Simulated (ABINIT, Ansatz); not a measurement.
# KRb2GaF6 (Fm-3m): bands and cutoff in G0W0 with ABINIT

What does each rung of G0W0 on KRb2GaF6 (Fm-3m) cost, and what does it buy?

Method: PBEsol and many-body steps on it, plane waves, in ABINIT 10.8.3.

Report form: the programs' logs are mostly left out.

## Step 1: The structure

Symmetry: Fm-3m, No. 225, cubic system. Conventional cell: a = 8.757 Å, b = 8.757 Å, c = 8.757 Å, α = 90.00°, β = 90.00°, γ = 90.00°. K has 6 F at 2.48 Å nearest. Rb has 12 F at 3.11 Å nearest. Nearest to Ga lie 6 F at 1.90 Å. Nearest to F lie 1 Ga at 1.90 Å and 1 K at 2.48 Å and 4 Rb at 3.11 Å. Farther neighbours and most contacts between anions are not listed.

The cell and positions are those that the Materials Project relaxed with its own functionals (PBE, PBE+U or r2SCAN), kept fixed.

## Step 2: Empty states on the mesh, 2×2×2 mesh, 600 bands

This step: ABINIT 10.8.3; DFT, PBEsol, plane waves, norm-conserving pseudopotentials.

The sums over transitions need many empty states on a uniform mesh; this step solves for them.

run.abi reads:

```
acell 3*1.0 Angstrom
rprim 
  -0.000000000000 4.378547672900 4.378547672900
  4.378547672900 -0.000000000000 4.378547672900
  4.378547672900 4.378547672900 -0.000000000000
ntypat 4
znucl 19 37 31 9
natom 10
typat 1 2 2 3 4 4 4 4 4 4
xred 
  0.500000000000 0.500000000000 0.500000000000
  0.750000000000 0.750000000000 0.750000000000
  0.250000000000 0.250000000000 0.250000000000
  0.000000000000 0.000000000000 0.000000000000
  0.783440950000 0.216559050000 0.783440950000
  0.216559050000 0.216559050000 0.783440950000
  0.783440950000 0.783440950000 0.216559050000
  0.783440950000 0.216559050000 0.216559050000
  0.216559050000 0.783440950000 0.216559050000
  0.216559050000 0.783440950000 0.783440950000
pp_dirpath "pseudos"
pseudos "K.upf, Rb.upf, Ga.upf, F.upf"
ecut 45
ngkpt 2 2 2
nshiftk 1
shiftk 0 0 0
kptopt 1
chksymbreak 0
iscf -2
irdden 1
istwfk *1
nband 600
nbdbuf 54
tolwfr 1e-09
nstep 60
prtvol 0
indata_prefix "in"
outdata_prefix "out"
tmpdata_prefix "tmp"
```

Started as:

```sh
> OMP_NUM_THREADS=1 mpirun -n 8 abinit run.abi > log
```

The job ended after 37 min (8 MPI ranks of Arm Neoverse N1, shared host; peak memory 1.4 GiB).

This step gave:

* gap: 6.190 eV
* k of the valence top: 0, 0, 0
* k of the conduction bottom: 0, 0, 0
* least direct gap: 6.190 eV
* k points computed: 3
* lowest point of the top converged band, above the valence top: 115.4721 eV

On this mesh the gap is 6.190 eV.

The density comes from a self-consistent run that is not shown.

## Step 3: Screening, 2×2×2 mesh, 107 bands, screening to 76.2 eV

The RPA dielectric matrix is built and inverted for each q.

This step: RPA screening on PBEsol, plane waves, norm-conserving pseudopotentials.

run.abi, as its differences from that of step 2:

```diff
@@ -28,10 +28,11 @@
 chksymbreak 0
-iscf -2
-irdden 1
 istwfk *1
-nband 600
-nbdbuf 54
-tolwfr 1e-09
-nstep 60
-prtvol 0
+occopt 1
+irdwfk 1
+optdriver 3
+nband 107
+ecuteps 2.8
+inclvkb 2
+awtr 1
+symchi 1
 indata_prefix "in"
```

Run time: 91 s. Hardware: 8 MPI ranks; peak memory 4.5 GiB; 12 min of CPU time.

This step gave:

```
ε∞ with local fields, on this mesh, along the program's q direction : 2.027
the same without local fields                                       : 2.202
plasma frequency                                                    : 27.19 eV
plane waves in the screening matrix                                 : 259
```

Local fields lower ε∞ by 8 %. On a Γ-centred mesh this coarse the value itself is usually too large, while a short band sum pulls it down.

## Step 4: 107 bands, 76.2 eV

The self-energy is evaluated for the states that the input lists, and the levels follow from it, in one-shot runs by the linearised quasiparticle equation.

This step: G0W0 on PBEsol, plane waves, norm-conserving pseudopotentials.

run.abi, as its differences from that of step 3:

```diff
@@ -31,8 +31,15 @@
 irdwfk 1
-optdriver 3
+optdriver 4
 nband 107
+gwcalctyp 0
+ecutsigx 45
+symsigma 1
+nkptgw 1
+kptgw 
+  0.0000000000 0.0000000000 0.0000000000
+bdgw 
+  43 48
 ecuteps 2.8
-inclvkb 2
-awtr 1
-symchi 1
+irdscr 1
+ppmodel 1
 indata_prefix "in"
```

Run time: 16 s. Hardware: 8 MPI ranks; peak memory 3.3 GiB; 2.1 min of CPU time.

Numbers from this step:

| Item | Value |
| --- | --- |
| G0W0 gap on the points computed | 10.23 eV |
| starting gap on the mesh | 6.190 eV |
| k of the valence top | 0, 0, 0 |
| k of the conduction bottom | 0, 0, 0 |
| Z at the valence top | 0.813 |
| Z at the conduction bottom | 0.898 |
| least direct G0W0 gap on the computed points | 10.23 eV |

The gap on the mesh goes from 6.19 eV to 10.23 eV, a correction of +4.04 eV.

## Step 5: Screening, 2×2×2 mesh, 249 bands, screening to 141.5 eV

This step: RPA screening on PBEsol, plane waves, norm-conserving pseudopotentials.

run.abi, as its differences from that of step 4:

```diff
@@ -31,15 +31,8 @@
 irdwfk 1
-optdriver 4
-nband 107
-gwcalctyp 0
-ecutsigx 45
-symsigma 1
-nkptgw 1
-kptgw 
-  0.0000000000 0.0000000000 0.0000000000
-bdgw 
-  43 48
-ecuteps 2.8
-irdscr 1
-ppmodel 1
+optdriver 3
+nband 249
+ecuteps 5.2
+inclvkb 2
+awtr 1
+symchi 1
 indata_prefix "in"
```

Elapsed: 5.1 min, on 8 MPI ranks; peak memory 5.8 GiB.

This step gave:

```
ε∞ with local fields, on this mesh, along the program's q direction : 2.064
the same without local fields                                       : 2.274
plasma frequency                                                    : 27.19 eV
plane waves in the screening matrix                                 : 645
```

## Step 6: 249 bands, 141.5 eV

This step: G0W0 on PBEsol, plane waves, norm-conserving pseudopotentials.

run.abi, as its differences from that of step 5:

```diff
@@ -31,8 +31,15 @@
 irdwfk 1
-optdriver 3
+optdriver 4
 nband 249
+gwcalctyp 0
+ecutsigx 45
+symsigma 1
+nkptgw 1
+kptgw 
+  0.0000000000 0.0000000000 0.0000000000
+bdgw 
+  43 48
 ecuteps 5.2
-inclvkb 2
-awtr 1
-symchi 1
+irdscr 1
+ppmodel 1
 indata_prefix "in"
```

It took 39 s on 8 MPI ranks; peak memory 3.8 GiB; 5.2 min of CPU time.

This step gave:

```yaml
g0w0_gap_on_the_points_computed: 9.751 eV
starting_gap_on_the_mesh: 6.190 eV
k_of_the_valence_top: 0, 0, 0
k_of_the_conduction_bottom: 0, 0, 0
z_at_the_valence_top: 0.813
z_at_the_conduction_bottom: 0.892
least_direct_g0w0_gap_on_the_computed_points: 9.751 eV
```

Against G0W0 in ABINIT (2×2×2 mesh, 107 bands, screening to 76.2 eV, Godby-Needs plasmon pole), the gap moves by −0.476 eV.

## Step 7: Screening, 2×2×2 mesh, 546 bands, screening to 217.7 eV

This step: RPA screening on PBEsol, plane waves, norm-conserving pseudopotentials.

run.abi, as its differences from that of step 6:

```diff
@@ -31,15 +31,8 @@
 irdwfk 1
-optdriver 4
-nband 249
-gwcalctyp 0
-ecutsigx 45
-symsigma 1
-nkptgw 1
-kptgw 
-  0.0000000000 0.0000000000 0.0000000000
-bdgw 
-  43 48
-ecuteps 5.2
-irdscr 1
-ppmodel 1
+optdriver 3
+nband 546
+ecuteps 8
+inclvkb 2
+awtr 1
+symchi 1
 indata_prefix "in"
```

Elapsed: 19 min, on 8 MPI ranks; peak memory 8.4 GiB.

This step gave:

- ε∞ with local fields, on this mesh, along the program's q direction: 2.066
- the same without local fields: 2.287
- plasma frequency: 27.19 eV
- plane waves in the screening matrix: 1243

## Step 8: 546 bands, 217.7 eV

This step: G0W0 on PBEsol, plane waves, norm-conserving pseudopotentials.

run.abi, as its differences from that of step 7:

```diff
@@ -31,8 +31,15 @@
 irdwfk 1
-optdriver 3
+optdriver 4
 nband 546
+gwcalctyp 0
+ecutsigx 45
+symsigma 1
+nkptgw 1
+kptgw 
+  0.0000000000 0.0000000000 0.0000000000
+bdgw 
+  43 48
 ecuteps 8
-inclvkb 2
-awtr 1
-symchi 1
+irdscr 1
+ppmodel 1
 indata_prefix "in"
```

It took 3.4 min on 8 MPI ranks; peak memory 7.8 GiB.

This step gave:

| Quantity | Value |
| --- | --- |
| G0W0 gap on the points computed | 9.77 eV |
| starting gap on the mesh | 6.190 eV |
| k of the valence top | 0, 0, 0 |
| k of the conduction bottom | 0, 0, 0 |
| least direct G0W0 gap on the computed points | 9.77 eV |

Against G0W0 in ABINIT (2×2×2 mesh, 249 bands, screening to 141.5 eV, Godby-Needs plasmon pole), the gap moves by +0.019 eV.

## Step 9: The runs together

Times are wall times on 8 MPI ranks of Arm Neoverse N1, shared host, good to a factor of about two. A run's time includes the screening step that it read.

| run | mesh | bands | screening cutoff (eV) | DFT gap (eV) | gap on the mesh (eV) | direct (eV) | ε∞ used | time |
| --- | --- | --- | --- | --- | --- | --- | --- | --- |
| 107 bands, 76.2 eV | 2×2×2 | 107 | 76.2 | 6.190 | 10.227 | 10.227 | 2.03 | 1.8 min |
| 249 bands, 141.5 eV | 2×2×2 | 249 | 141.5 | 6.190 | 9.751 | 9.751 | 2.06 | 5.7 min |
| 546 bands, 217.7 eV | 2×2×2 | 546 | 217.7 | 6.190 | 9.770 | 9.770 | 2.07 | 22 min |

## Step 10: Outcome

```yaml
107_bands_76p2_ev: 10.227 eV
249_bands_141p5_ev: 9.751 eV
546_bands_217p7_ev: 9.770 eV
known_limits: not at the basis limit; no spin-orbit coupling; coarse k mesh
```

What this shows: From the first rung to the last the gap moves by −0.46 eV for 12 times the time. The gap turns back along the series, so no limit is drawn from it. In the G0W0 runs levels were corrected at 1 k point alone, so a gap called «on the mesh» is the least over those, and an edge elsewhere would be missed. The 2×2×2 mesh is coarse for this cell, which bears on the long-range parts of exchange and screening. The many-body steps are scalar-relativistic: spin-orbit coupling is not in them.

[Paths, hosts, dates, memory and timing lines, banners, echoed tables and standing remarks are left out of the program output.]

[Logs are printed without paths, hosts, clocks, repeated set-up lines and the standing remarks that a program may print on its own settings, such as how far it seeks lower states.]

[Runs of the session that timed out or met a known fault of the program may be left out.]

[Hosts, paths, dates, database ids (printed as entryN), source tags and the programs' standing remarks are cut or masked in the printed files.]

[G0W0 gaps are taken among the corrected bands and points alone; a level outside them can change the order at an edge.]

[Where Ansatz stands beside ABINIT at settings called matched, ABINIT's density can come from a denser mesh and the files from another edition; pairs whose starting gaps differed by over 0.03 eV were left out, so agreement reads better than it is.]
